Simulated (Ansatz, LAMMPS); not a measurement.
# Elastic response of amorphous 29Ga2O3-71GeO2 (mol %) (86 atoms), part 2 of 4

Aim: relax amorphous 29Ga2O3-71GeO2 (mol %) (86 atoms), then change its volume and shape to read moduli from the stress.

Ansatz 0.2.0; Kohn-Sham DFT, PBE, PAW (set soft_2), plane waves.

The cell: 14 Ga, 17 Ge and 55 O. The quench rate of 100 K/ps is many orders above laboratory rates. The starting topology of bonds comes from the classical model. Only the Γ point is sampled.

So far. Step 2 (Single point at the start): The r.m.s. force at the start is 0.83 eV/Å.

### 3. Cell and atoms relaxed

Cell and atoms are freed together, to release stress as well as forces.

Contents of input.yaml:

```yaml
crystal:
  lattice:
    - [10.75796, 0.0, 0.0]
    - [0.0, 10.75796, 0.0]
    - [0.0, 0.0, 10.75796]
  atoms:
    [... the 86 atom lines of step 2 ...]
kpoints:
  mp_grid: { grid: [1, 1, 1] }
hamiltonian:
  xc: pbe
scf:
  occupations: { method: gaussian, width: 0.025 }
output:
  forces: true
relax:
  f_tol: 0.05
  max_steps: 150
  cell: {}
```

Command:

```console
$ ansatz run input.yaml --threads 4 --pin off --max-ram 8192MiB --backend cpu --events-out ev --progress --plain --runs-dir out
```

Numbers of over 12 decimals in the logs are rounded to 6 here.

The program printed:

```text
[...]
Crystal: 86 atoms, lattice volume = 1245.059 Å³
Basis set: ecut = 420 eV, 24303 PW (Γ), exchange–correlation on 144×144×144 points (8 copies of the dense FFT grid, shifted against one another)
Bands: 461, of which v1, the nominal top of the filled ones, is band 375 counted from 1 (374 counted from 0)
Symmetry: 1 space group operations
[...]
k-points: 1
[...]
SCF iter   1: F=—  HF=-157174.698844 eV  |F-HF|=—  |Δ(HF+E_count)|=         —  Δρ=3.02e-3  dr2=1.15e-1  ethr=1.77e-3  ⟨swp⟩=6.0  Hψ=1691  notcnv=0  defer=62
[...]
SCF iter  10: F=-157174.695310 eV  HF=-157174.695310 eV  |F-HF|=1.80e-8  |Δ(HF+E_count)|=   5.86e-8  Δρ=1.71e-6  dr2=4.08e-8  ethr=1.33e-11  ⟨swp⟩=4.0  Hψ=1333  notcnv=0
SCF 1 converged in 10 iterations: F = -157174.695310 eV  dr2 = 4.08e-8
[...]
relax step   1: F+E_penalty+E_count = -157174.69530989 eV  Δ(F+E_penalty+E_count) = +0.000e0 eV  max|allowed force component| = 2.597e0 eV/Å  Δτ_max = 0.0000 Å  P = -0.554 GPa  Ω = 1245.059 Å³  (10 SCF iters, dr2 threshold 1.00e-7 eV, accepted)
[... from here on, the SCF cycles and remarks between the steps are left out ...]
relax step   2: F+E_penalty+E_count = -157179.28994430 eV  Δ(F+E_penalty+E_count) = -4.595e0 eV  max|allowed force component| = 1.184e0 eV/Å  Δτ_max = 0.1847 Å  P = +0.213 GPa  Ω = 1212.822 Å³  energy of the carried Pulay correction = +1.181e-1 eV  (8 SCF iters, dr2 threshold 8.60e-6 eV, accepted)
relax step   3: F+E_penalty+E_count = -157181.50411309 eV  Δ(F+E_penalty+E_count) = -2.214e0 eV  max|allowed force component| = 6.287e-1 eV/Å  Δτ_max = 0.1947 Å  P = +0.399 GPa  Ω = 1183.076 Å³  energy of the carried Pulay correction = +2.299e-1 eV  (8 SCF iters, dr2 threshold 8.60e-6 eV, accepted)
relax step   4: F+E_penalty+E_count = -157182.33536925 eV  Δ(F+E_penalty+E_count) = -8.313e-1 eV  max|allowed force component| = 3.805e-1 eV/Å  Δτ_max = 0.2000 Å  P = +0.236 GPa  Ω = 1180.256 Å³  energy of the carried Pulay correction = +2.406e-1 eV  (8 SCF iters, dr2 threshold 8.60e-6 eV, accepted)
relax step   5: F+E_penalty+E_count = -157182.86738456 eV  Δ(F+E_penalty+E_count) = -5.320e-1 eV  max|allowed force component| = 2.697e-1 eV/Å  Δτ_max = 0.2000 Å  P = +0.113 GPa  Ω = 1178.459 Å³  energy of the carried Pulay correction = +2.475e-1 eV  (8 SCF iters, dr2 threshold 8.60e-6 eV, accepted)
relax step   6: F+E_penalty+E_count = -157183.19276909 eV  Δ(F+E_penalty+E_count) = -3.254e-1 eV  max|allowed force component| = 3.150e-1 eV/Å  Δτ_max = 0.2000 Å  P = +0.064 GPa  Ω = 1178.211 Å³  energy of the carried Pulay correction = +2.485e-1 eV  (8 SCF iters, dr2 threshold 4.55e-6 eV, accepted)
relax step   7: F+E_penalty+E_count = -157183.42689955 eV  Δ(F+E_penalty+E_count) = -2.341e-1 eV  max|allowed force component| = 3.403e-1 eV/Å  Δτ_max = 0.1947 Å  P = -0.098 GPa  Ω = 1178.205 Å³  energy of the carried Pulay correction = +2.485e-1 eV  (8 SCF iters, dr2 threshold 6.20e-6 eV, accepted)
relax step   8: F+E_penalty+E_count = -157183.58955295 eV  Δ(F+E_penalty+E_count) = -1.627e-1 eV  max|allowed force component| = 1.390e-1 eV/Å  Δτ_max = 0.2000 Å  P = +0.013 GPa  Ω = 1176.363 Å³  energy of the carried Pulay correction = +2.555e-1 eV  (8 SCF iters, dr2 threshold 7.24e-6 eV, accepted)
relax step   9: F+E_penalty+E_count = -157183.63491931 eV  Δ(F+E_penalty+E_count) = -4.537e-2 eV  max|allowed force component| = 2.638e-1 eV/Å  Δτ_max = 0.2000 Å  P = +0.023 GPa  Ω = 1176.722 Å³  energy of the carried Pulay correction = +2.541e-1 eV  (9 SCF iters, dr2 threshold 1.21e-6 eV, accepted)
relax step  10: F+E_penalty+E_count = -157183.64595482 eV  Δ(F+E_penalty+E_count) = -1.104e-2 eV  max|allowed force component| = 1.696e-1 eV/Å  Δτ_max = 0.0335 Å  P = -0.044 GPa  Ω = 1178.481 Å³  energy of the carried Pulay correction = +2.474e-1 eV  (7 SCF iters, dr2 threshold 4.35e-6 eV, accepted)
relax step  11: F+E_penalty+E_count = -157183.68955696 eV  Δ(F+E_penalty+E_count) = -4.360e-2 eV  max|allowed force component| = 2.690e-1 eV/Å  Δτ_max = 0.2000 Å  P = -0.096 GPa  Ω = 1183.625 Å³  energy of the carried Pulay correction = +2.278e-1 eV  (8 SCF iters, dr2 threshold 1.80e-6 eV, accepted)
relax step  12: F+E_penalty+E_count = -157183.70552279 eV  Δ(F+E_penalty+E_count) = -1.597e-2 eV  max|allowed force component| = 2.556e-1 eV/Å  Δτ_max = 0.1601 Å  P = +0.055 GPa  Ω = 1185.483 Å³  energy of the carried Pulay correction = +2.208e-1 eV  (8 SCF iters, dr2 threshold 4.52e-6 eV, accepted)
relax step  13: F+E_penalty+E_count = -157183.72425435 eV  Δ(F+E_penalty+E_count) = -1.873e-2 eV  max|allowed force component| = 3.311e-1 eV/Å  Δτ_max = 0.0690 Å  P = +0.064 GPa  Ω = 1186.286 Å³  energy of the carried Pulay correction = +2.177e-1 eV  (6 SCF iters, dr2 threshold 4.08e-6 eV, accepted)
relax step  14: F+E_penalty+E_count = -157183.77906051 eV  Δ(F+E_penalty+E_count) = -5.481e-2 eV  max|allowed force component| = 2.362e-1 eV/Å  Δτ_max = 0.2000 Å  P = +0.060 GPa  Ω = 1186.576 Å³  energy of the carried Pulay correction = +2.166e-1 eV  (7 SCF iters, dr2 threshold 6.85e-6 eV, accepted)
[...]
relax step  18: F+E_penalty+E_count = -157184.28809956 eV  Δ(F+E_penalty+E_count) = -1.645e-1 eV  max|allowed force component| = 1.073e0 eV/Å  Δτ_max = 0.1949 Å  P = +0.012 GPa  Ω = 1186.163 Å³  energy of the carried Pulay correction = +2.182e-1 eV  (8 SCF iters, dr2 threshold 8.60e-6 eV, accepted)
relax step  19: F+E_penalty+E_count = -157184.60791274 eV  Δ(F+E_penalty+E_count) = -3.198e-1 eV  max|allowed force component| = 2.820e-1 eV/Å  Δτ_max = 0.2000 Å  P = +0.019 GPa  Ω = 1189.708 Å³  energy of the carried Pulay correction = +2.047e-1 eV  (8 SCF iters, dr2 threshold 8.60e-6 eV, accepted)
relax step  20: F+E_penalty+E_count = -157184.70633894 eV  Δ(F+E_penalty+E_count) = -9.843e-2 eV  max|allowed force component| = 1.381e-1 eV/Å  Δτ_max = 0.2000 Å  P = -0.029 GPa  Ω = 1194.122 Å³  energy of the carried Pulay correction = +1.881e-1 eV  (8 SCF iters, dr2 threshold 4.97e-6 eV, accepted)
relax step  21: F+E_penalty+E_count = -157184.73840585 eV  Δ(F+E_penalty+E_count) = -3.207e-2 eV  max|allowed force component| = 1.739e-1 eV/Å  Δτ_max = 0.1031 Å  P = +0.010 GPa  Ω = 1193.207 Å³  energy of the carried Pulay correction = +1.915e-1 eV  (8 SCF iters, dr2 threshold 1.19e-6 eV, accepted)
relax step  22: F+E_penalty+E_count = -157184.74093150 eV  Δ(F+E_penalty+E_count) = -2.526e-3 eV  max|allowed force component| = 6.117e-2 eV/Å  Δτ_max = 0.0702 Å  P = -0.023 GPa  Ω = 1194.867 Å³  energy of the carried Pulay correction = +1.853e-1 eV  (8 SCF iters, dr2 threshold 1.89e-6 eV, accepted)
relax step  23: F+E_penalty+E_count = -157184.74960446 eV  Δ(F+E_penalty+E_count) = -8.673e-3 eV  max|allowed force component| = 2.563e-2 eV/Å  Δτ_max = 0.0316 Å  P = +0.002 GPa  Ω = 1193.431 Å³  energy of the carried Pulay correction = +1.907e-1 eV  (8 SCF iters, dr2 threshold 2.34e-7 eV, accepted)
relax step  24: F+E_penalty+E_count = -157184.64042135 eV  Δ(F+E_penalty+E_count) = +1.092e-1 eV  max|allowed force component| = 2.561e-2 eV/Å  Δτ_max = 0.0000 Å  P = -0.179 GPa  Ω = 1193.431 Å³  stress off target by 3.34e-1 GPa  SCF on the basis re-selected at this cell (its energy is not comparable with the rows above)  (8 SCF iters)
relax step  25: F+E_penalty+E_count = -157184.65877931 eV  Δ(F+E_penalty+E_count) = -1.836e-2 eV  max|allowed force component| = 3.322e-2 eV/Å  Δτ_max = 0.0273 Å  P = -0.065 GPa  Ω = 1189.781 Å³  energy of the carried Pulay correction = +1.342e-2 eV  (8 SCF iters, dr2 threshold 2.78e-7 eV, accepted)
relax step  26: F+E_penalty+E_count = -157184.66694879 eV  Δ(F+E_penalty+E_count) = -8.169e-3 eV  max|allowed force component| = 5.310e-2 eV/Å  Δτ_max = 0.0139 Å  P = +0.123 GPa  Ω = 1187.582 Å³  energy of the carried Pulay correction = +2.145e-2 eV  (9 SCF iters, dr2 threshold 1.85e-8 eV, accepted)
relax step  27: F+E_penalty+E_count = -157184.66400317 eV  Δ(F+E_penalty+E_count) = +2.946e-3 eV  max|allowed force component| = 4.469e-2 eV/Å  Δτ_max = 0.0248 Å  P = -0.015 GPa  Ω = 1188.418 Å³  energy of the carried Pulay correction = +1.854e-2 eV  (8 SCF iters, dr2 threshold 1.76e-7 eV, accepted)
relax step  28: F+E_penalty+E_count = -157184.64540167 eV  Δ(F+E_penalty+E_count) = +1.860e-2 eV  max|allowed force component| = 4.471e-2 eV/Å  Δτ_max = 0.0000 Å  P = -0.031 GPa  Ω = 1188.418 Å³  stress off target by 5.40e-2 GPa  SCF on the basis re-selected at this cell (its energy is not comparable with the rows above)  (6 SCF iters)
relax step  29: F+E_penalty+E_count = -157184.64941838 eV  Δ(F+E_penalty+E_count) = -4.017e-3 eV  max|allowed force component| = 2.045e-2 eV/Å  Δτ_max = 0.0238 Å  P = +0.009 GPa  Ω = 1187.728 Å³  energy of the carried Pulay correction = +2.548e-3 eV  (9 SCF iters, dr2 threshold 7.30e-9 eV, accepted)
relax step  30: F+E_penalty+E_count = -157184.64562440 eV  Δ(F+E_penalty+E_count) = +3.794e-3 eV  max|allowed force component| = 2.040e-2 eV/Å  Δτ_max = 0.0000 Å  P = +0.008 GPa  Ω = 1187.728 Å³  stress off target by 1.45e-2 GPa  SCF on the basis re-selected at this cell (its energy is not comparable with the rows above)  (5 SCF iters)
[...]
SCF converged after 5 iterations
Free energy (F): -157184.645624 eV
[...]
Internal energy: -157184.645624 eV  (E = F + TS)
E sigma→0 (E₀):  -157184.645624 eV
Fermi energy:    5.422713 eV
[...]
--- Forces (eV/Å), atoms counted from 1 ---
  atom   1  Ga    -0.00335118    -0.00792734     0.00008802
  atom   2  Ga    -0.00104202    -0.00344264     0.00026524
  atom   3  Ga     0.00802254     0.00847333     0.01176785
  atom   4  Ga    -0.00925189    -0.00046230    -0.00053265
  atom   5  Ga     0.00372817    -0.00503292     0.00471707
  atom   6  Ga     0.00510982     0.00267975     0.01131759
  atom   7  Ga    -0.00274765    -0.00327717     0.00491409
  atom   8  Ga    -0.00297875     0.00249416    -0.00637562
  atom   9  Ga     0.00132139     0.00218775     0.00286291
  atom  10  Ga     0.00345510    -0.00381992     0.00961938
  atom  11  Ga    -0.00837634    -0.00416399     0.00717003
  atom  12  Ga    -0.00146219    -0.00629511     0.00383451
  atom  13  Ga    -0.00707126     0.00319111     0.00602059
  atom  14  Ga     0.00689175     0.00186829    -0.00179892
[...]
atom  85  O     -0.00454770    -0.00373494     0.00209532
  atom  86  O     -0.00086658     0.00421827    -0.00537582
  max |Σ_I F_I| component: 1.02e-5 eV/Å
--- Stress (GPa, compression-positive) ---
        0.013209       0.001463       0.002594
        0.001463       0.002550       0.001277
        0.002594       0.001277       0.007264
  P = ⅓ Tr σ = 0.0077 GPa (0.077 kbar)
--- Relaxed structure (27 steps of the walk, 27 accepted, 3 SCFs on fresh bases) ---
  F+E_penalty+E_count = -157184.64562440 eV   max|allowed force component| = 2.040e-2 eV/Å   (the final SCF, on the basis selected at the relaxed cell)
  cell:  # Å, volume = 1187.7279 Å³
    - [10.605828, 0.042789, 0.342171]
    - [0.042789, 10.650966, 0.039240]
    - [0.342171, 0.039240, 10.525717]
  atoms:
    - { symbol: Ga, position: [0.028224, 0.938357, 0.847934] }
    - { symbol: Ga, position: [0.077489, 0.199494, 0.542748] }
    - { symbol: Ga, position: [0.785068, 0.090080, 0.896083] }
    - { symbol: Ga, position: [0.974572, 0.151736, 0.104395] }
[...]
- { symbol: O, position: [0.610530, 0.565195, 0.229182] }
```

It took 6.5 min on 4 threads of Intel Xeon Platinum 8259CL at 2.50GHz (Skylake/Cascade Lake), shared host; peak memory 1.9 GiB.

The relaxation converged after 27 steps, with a largest force component of 0.020 eV/Å.

### 4. Single point at the relaxed geometry

One more single point at the end of the walk gives the fuller output and checks the residual forces.

Contents of input.yaml:

```yaml
crystal:
  lattice:
    - [10.60583, 0.04279, 0.34217]
    - [0.04279, 10.65097, 0.03924]
    - [0.34217, 0.03924, 10.52572]
  atoms:
    - { symbol: Ga, position: [0.02822, 0.93836, 0.84793] }
    - { symbol: Ga, position: [0.07749, 0.19949, 0.54275] }
    - { symbol: Ga, position: [0.78507, 0.09008, 0.89608] }
    - { symbol: Ga, position: [0.97457, 0.15174, 0.1044] }
    - { symbol: Ga, position: [0.88073, 0.10492, 0.37949] }
    - { symbol: Ga, position: [0.10519, 0.32149, 0.25697] }
    [... 74 atom lines left out ...]
    - { symbol: O, position: [0.4634, 0.0661, 0.69221] }
    - { symbol: O, position: [0.89472, 0.21993, 0.52504] }
    - { symbol: O, position: [0.71157, 0.11786, 0.34941] }
    - { symbol: O, position: [0.39406, 0.18205, 0.45909] }
    - { symbol: O, position: [0.53272, 0.50994, 0.76721] }
    - { symbol: O, position: [0.61053, 0.5652, 0.22918] }
kpoints:
  mp_grid: { grid: [1, 1, 1] }
hamiltonian:
  xc: pbe
scf:
  occupations: { method: gaussian, width: 0.025 }
output:
  forces: true
  stress: true
  populations: true
  dos:
    method: { smearing: { sigma: 0.08 } }
    de: 0.1
    projected: { site_lists: { Ga: [Ga], Ge: [Ge], O: [O] } }
  eigenvalues: true
  write_density: true
  write_potential: true
  volumetric_format: npy
```

The program printed:

```text
[...]
Crystal: 86 atoms, lattice volume = 1187.729 Å³
Basis set: ecut = 420 eV, 23221 PW (Γ), exchange–correlation on 144×144×144 points (8 copies of the dense FFT grid, shifted against one another)
Bands: 461, of which v1, the nominal top of the filled ones, is band 375 counted from 1 (374 counted from 0)
Symmetry: 1 space group operations
[...]
k-points: 1
[...]
SCF iter   1: F=—  HF=-157184.647864 eV  |F-HF|=—  |Δ(HF+E_count)|=         —  Δρ=2.45e-3  dr2=9.05e-2  ethr=1.77e-3  ⟨swp⟩=6.0  Hψ=1784  notcnv=0  defer=58
[...]
SCF iter   9: F=-157184.645622 eV  HF=-157184.645622 eV  |F-HF|=2.31e-8  |Δ(HF+E_count)|=   1.89e-7  Δρ=2.53e-6  dr2=7.49e-8  ethr=1.33e-11  ⟨swp⟩=15.0  Hψ=3518  notcnv=0
SCF 1 converged in 9 iterations: F = -157184.645622 eV  dr2 = 7.49e-8
[...]
SCF converged after 9 iterations
Free energy (F): -157184.645622 eV
[...]
Internal energy: -157184.645622 eV  (E = F + TS)
E sigma→0 (E₀):  -157184.645622 eV
Fermi energy:    5.422683 eV
[...]
--- Forces (eV/Å), atoms counted from 1 ---
  atom   1  Ga    -0.00218717    -0.00833905     0.00160738
  atom   2  Ga    -0.00129632    -0.00249805    -0.00061104
  atom   3  Ga     0.00737638     0.00888731     0.01185740
  atom   4  Ga    -0.00903706    -0.00112757    -0.00104885
  atom   5  Ga     0.00437527    -0.00515796     0.00534648
  atom   6  Ga     0.00486256     0.00141817     0.01194337
  atom   7  Ga    -0.00280715    -0.00219173     0.00526146
  atom   8  Ga    -0.00185642     0.00294366    -0.00616243
  atom   9  Ga     0.00216492     0.00152048     0.00246075
  atom  10  Ga     0.00341717    -0.00357562     0.01021323
  atom  11  Ga    -0.00846855    -0.00419231     0.00785616
  atom  12  Ga    -0.00135279    -0.00515684     0.00345241
  atom  13  Ga    -0.00671002     0.00356153     0.00745692
  atom  14  Ga     0.00698558     0.00117635    -0.00145265
[...]
atom  85  O     -0.00665466    -0.00356929     0.00100645
  atom  86  O     -0.00100433     0.00362887    -0.00544366
  max |Σ_I F_I| component: 1.02e-4 eV/Å
--- Stress (GPa, compression-positive) ---
        0.012674       0.001538       0.002866
        0.001538       0.002878       0.001050
        0.002866       0.001050       0.007641
  P = ⅓ Tr σ = 0.0077 GPa (0.077 kbar)
--- Band table (eV) ---
[...]
--- Löwdin populations: 86 sites ---
  site symbol       q [e]
     0     Ga     11.9229
     1     Ga     11.9471
     2     Ga     11.9743
[...]
85      O      6.6756
  spilling = 0.004456 (of n_electrons = 750.000000)
```

Wall time 20 s (4 threads); peak memory 1.9 GiB; 72 s of CPU time.

Numbers from this run:

```yaml
free_energy: -157184.6456 eV
free_energy_per_atom: -1827.7284 eV/atom
scf_cycles: 9
pressure: 0.007731 GPa
r_m_s_force_component: 0.00486 eV/Å
longest_force: 0.02521 eV/Å
fermi_energy: 5.423 eV
spacing_of_highest_filled_and_lowest_empty_level: 2.057 eV
spilling_of_the_projection: 0.004456
```

(Part 2 of 4 ends here.)

[Logs are printed without paths, hosts, clocks, repeated set-up lines and the standing remarks that a program may print on its own settings, such as how far it seeks lower states.]

[Hosts, paths, dates, database ids (printed as entryN), source tags and the programs' standing remarks are cut or masked in the printed files.]
